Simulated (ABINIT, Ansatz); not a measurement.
# Quasiparticle gap of CsSrF3 (Pm-3m) in ABINIT, part 3 of 3

Aim: the G0W0 gap of CsSrF3 (Pm-3m) on LDA, step by step.

ABINIT 10.8.3; LDA and many-body steps on it, plane waves. Known limits of the many-body steps: not at the basis limit; no spin-orbit coupling; coarse k mesh.

So far. Step 4 (Empty states on the mesh, 2×2×2 mesh, 213 bands): On this mesh the gap is 6.076 eV. Step 5 (Screening, 2×2×2 mesh, 195 bands, screening to 176.9 eV): Local fields lower ε∞ by 11 %. On a Γ-centred mesh this coarse the value itself is usually too large, while a short band sum pulls it down.

### 6. Self-energy, 2×2×2 mesh, 195 bands, screening to 176.9 eV

The self-energy is evaluated for the states that the input lists, and the levels follow from it, in one-shot runs by the linearised quasiparticle equation.

This step: G0W0 on LDA, plane waves, norm-conserving pseudopotentials.

run.abi reads:

```
acell 3*1.0 Angstrom
rprim 
  4.763247010000 0.000000000000 0.000000000000
  0.000000000000 4.763247010000 0.000000000000
  0.000000000000 0.000000000000 4.763247010000
ntypat 3
znucl 55 38 9
natom 5
typat 1 2 3 3 3
xred 
  0.000000000000 0.000000000000 0.000000000000
  0.500000000000 0.500000000000 0.500000000000
  0.000000000000 0.500000000000 0.500000000000
  0.500000000000 0.000000000000 0.500000000000
  0.500000000000 0.500000000000 0.000000000000
pp_dirpath "pseudos"
pseudos "Cs.upf, Sr.upf, F.upf"
ecut 36
ngkpt 2 2 2
nshiftk 1
shiftk 0 0 0
kptopt 1
chksymbreak 0
istwfk *1
occopt 1
irdwfk 1
optdriver 4
nband 195
gwcalctyp 0
ecutsigx 36
symsigma 1
nkptgw 1
kptgw 
  0.0000000000 0.0000000000 0.0000000000
bdgw 
  18 23
ecuteps 6.5
irdscr 1
ppmodel 1
indata_prefix "in"
outdata_prefix "out"
tmpdata_prefix "tmp"
```

On the command line:

```console
OMP_NUM_THREADS=1 mpirun -n 4 abinit run.abi > log
```

Numbers of over 12 decimals in the logs are rounded to 6 here.

The program printed:

```text
.Version 10.8.3 of ABINIT. v10.8.2 released Aug 2026.

 Symmetries : space group Pm -3 m (#221); Bravais cP (primitive cubic)
[... echo of the input left out ...]
== DATASET  1 ==================================================================
-   mpi_nproc: 4, omp_nthreads: 1 (-1 if OMP is not activated)

--- !DatasetInfo
iteration_state: {dtset: 1, }
dimensions: {natom: 5, nkpt: 4, mband: 195, nsppol: 1, nspinor: 1, nspden: 1, mpw: 7568, }
cutoff_energies: {ecut:  36.0, pawecutdg:  -1.0, }
electrons: {nelect:   4.00000000E+01, charge:   0.00000000E+00, occopt:   1.00000000E+00, tsmear:   1.00000000E-02, }

 SIGMA: Calculation of the GW corrections

 Based on a program developped by R.W. Godby, V. Olevano, G. Onida, and L. Reining.
 Incorporated in ABINIT by V. Olevano, G.-M. Rignanese, and M. Torrent.
.Using double precision arithmetic ; gwpc =  8

[... cell and pseudopotentials left out ...]
--------------------------------------------------------------------------------

 ==== K-mesh for the wavefunctions ====
 Number of points in the irreducible wedge :     4
[... list of points left out ...]
 Together with 48 symmetry operations and time-reversal symmetry
 yields     8 points in the full Brillouin Zone.

 ==== Q-mesh for screening function ====
 Number of points in the irreducible wedge :     4
[... list of points left out ...]
 Together with 48 symmetry operations and time-reversal symmetry
 yields     8 points in the full Brillouin Zone.

 vcoul_init : cutoff-mode = AUXILIARY_FUNCTION
 q-points for optical limit:   1
     1)      0.000010    0.000020    0.000030
 setmesh: FFT mesh size selected  =    50x   50x   50
          total number of points  =       125000

 Number of electrons calculated from density =   40.0000; Expected =   40.0000
 average of density, n =  0.054847
 r_s =    1.6327
 omega_plasma =   22.5909 [eV]

 === KS Band Gaps ===
  >>>> For spin  1
   Minimum direct gap =   6.0761 [eV], located at k-point      :   0.0000  0.0000  0.0000
   Fundamental gap    =   6.0761 [eV], Top of valence bands at :   0.0000  0.0000  0.0000
                                       Bottom of conduction at :   0.0000  0.0000  0.0000
 SIGMA fundamental parameters:
 PLASMON POLE MODEL  1
 number of plane-waves for SigmaX                 7497
 number of plane-waves for SigmaC and W            587
 number of plane-waves for wavefunctions          7497
 number of bands                                   195
 number of independent spin polarizations            1
 number of spinorial components                      1
 number of k-points in IBZ                           4
 number of q-points in IBZ                           4
 number of symmetry operations                      48
 number of k-points in BZ                            8
 number of q-points in BZ                            8
 number of frequencies for dSigma/dE                 9
 frequency step for dSigma/dE [eV]                0.25
 number of omega for Sigma on real axis              0
 max omega for Sigma on real axis  [eV]           0.00
 zcut for avoiding poles [eV]                     0.10

 EPSILON^-1 parameters (SCR file):
 dimension of the eps^-1 matrix on file            587
 dimension of the eps^-1 matrix used               587
 number of plane-waves for wavefunctions          7497
 number of bands                                   195
 number of q-points in IBZ                           4
 number of frequencies                               2
 number of real frequencies                          1
 number of imag frequencies                          1

 matrix elements of self-energy operator (all in [eV])

 Perturbative Calculation

--- !SelfEnergy_ee
iteration_state: {dtset: 1, }
kpoint     : [   0.000,    0.000,    0.000, ]
spin       : 1
KS_gap     :    6.076
QP_gap     :    9.448
Delta_QP_KS:    3.372
data: !SigmaeeData |
     Band     E0 <VxcDFT>   SigX SigC(E0)      Z dSigC/dE  Sig(E)    E-E0       E
       18  -0.049 -22.169 -29.627   5.172   0.793  -0.261 -23.982  -1.813  -1.862
       19  -0.049 -22.169 -29.627   5.172   0.793  -0.261 -23.982  -1.813  -1.862
       20  -0.049 -22.169 -29.627   5.172   0.793  -0.261 -23.982  -1.813  -1.862
       21   6.027  -8.532  -3.827  -2.943   0.885  -0.130  -6.972   1.559   7.587
       22   7.583  -8.104  -3.462  -2.917   0.884  -0.131  -6.579   1.525   9.108
       23   7.583  -8.104  -3.462  -2.917   0.884  -0.131  -6.579   1.525   9.108

== END DATASET(S) ==============================================================
================================================================================

 -outvars: echo values of variables after computation  --------
           etotal      0.0000000000E+00
            nband         195
             nkpt           4
          spgroup         221
 [... the other variables as echoed above ...]

 Calculation completed.
```

It took 40 s on 4 MPI ranks of Intel Xeon Platinum 8259CL at 2.50GHz (Skylake/Cascade Lake), shared host; peak memory 1.5 GiB; 2.6 min of CPU time.

Numbers from this step:

```
G0W0 gap on the points computed              : 9.449 eV
starting gap on the mesh                     : 6.076 eV
k of the valence top                         : 0, 0, 0
k of the conduction bottom                   : 0, 0, 0
Z at the valence top                         : 0.793
Z at the conduction bottom                   : 0.885
least direct G0W0 gap on the computed points : 9.449 eV
```

The gap on the mesh goes from 6.08 eV to 9.45 eV, a correction of +3.37 eV.

Limits: finite bands, cutoff and mesh; no spin-orbit coupling; coarse k mesh. v1 is the top filled band, c1 the lowest empty one. Levels before and after the correction, in eV, zero at the valence-band top of each column:

|  | conduction bottom | valence top |
| --- | --- | --- |
| Kohn-Sham | 6.08 | 0.00 |
| G0W0 | 9.45 | 0.00 |

|  | level | energy (eV) |
| --- | --- | --- |
| Kohn-Sham | Γ v3-v1 | 0.000 |
| Kohn-Sham | Γ c1 | 6.076 |
| Kohn-Sham | Γ c2-c3 | 7.631 |
| G0W0 | Γ v3-v1 | 0.000 |
| G0W0 | Γ c1 | 9.449 |
| G0W0 | Γ c2-c3 | 10.970 |

### 7. Where the time went

Times are wall times on 4 MPI ranks of Intel Xeon Platinum 8259CL at 2.50GHz (Skylake/Cascade Lake), shared host. The host was busy with other work, so they are no guide to cost.

| step | time | share | memory (GiB) |
| --- | --- | --- | --- |
| ground state | 58 s | 12 % | 0.41 |
| bands along the symmetry lines | 2.3 min | 28 % | 0.48 |
| empty states on the mesh | 2.7 min | 33 % | 0.51 |
| screening | 88 s | 18 % | 1.5 |
| self-energy | 40 s | 8 % | 1.5 |

### 8. What came out

```yaml
lda_gap: 6.08 eV, direct
g0w0_gap_on_the_mesh: 9.45 eV
gw_settings: 2×2×2 mesh, 195 bands, screening to 176.9 eV, Godby-Needs plasmon pole
known_limits: not at the basis limit; no spin-orbit coupling; coarse k mesh
```

**Reading.** G0W0 moves the gap on the mesh from 6.08 eV to 9.45 eV (+3.37 eV), with Z of 0.79 and 0.89 at the edges. Local fields lower the RPA ε∞ on this mesh from 2.54 to 2.27; a Γ-centred mesh this coarse tends to raise both, most where the direct gap is narrow, while a short band sum lowers them. Only 1 of the mesh's irreducible points was corrected, so a valley elsewhere could overtake. Bands and cutoff are finite, so the gap is not at the basis limit. The miss can reach some tenths of an eV and take either sign; the mesh is an error of its own. In the G0W0 run levels were corrected at 1 k point alone, so a gap called «on the mesh» is the least over those, and an edge elsewhere would be missed. The 2×2×2 mesh is coarse for this cell, which bears on the long-range parts of exchange and screening. This is the ideal cubic cell; many perovskites, halides above all, are cubic only on average, and local tilts or off-centring can widen the gap. The many-body steps are scalar-relativistic: spin-orbit coupling is not in them.

[Paths, hosts, dates, memory and timing lines, banners, echoed tables and standing remarks are left out of the program output.]

[Logs are printed without paths, hosts, clocks, repeated set-up lines and the standing remarks that a program may print on its own settings, such as how far it seeks lower states.]

[Runs of the session that timed out or met a known fault of the program may be left out.]

[Hosts, paths, dates, database ids (printed as entryN), source tags and the programs' standing remarks are cut or masked in the printed files.]

[G0W0 gaps are taken among the corrected bands and points alone; a level outside them can change the order at an edge.]

[Where Ansatz stands beside ABINIT at settings called matched, ABINIT's density can come from a denser mesh and the files from another edition; pairs whose starting gaps differed by over 0.03 eV were left out, so agreement reads better than it is.]
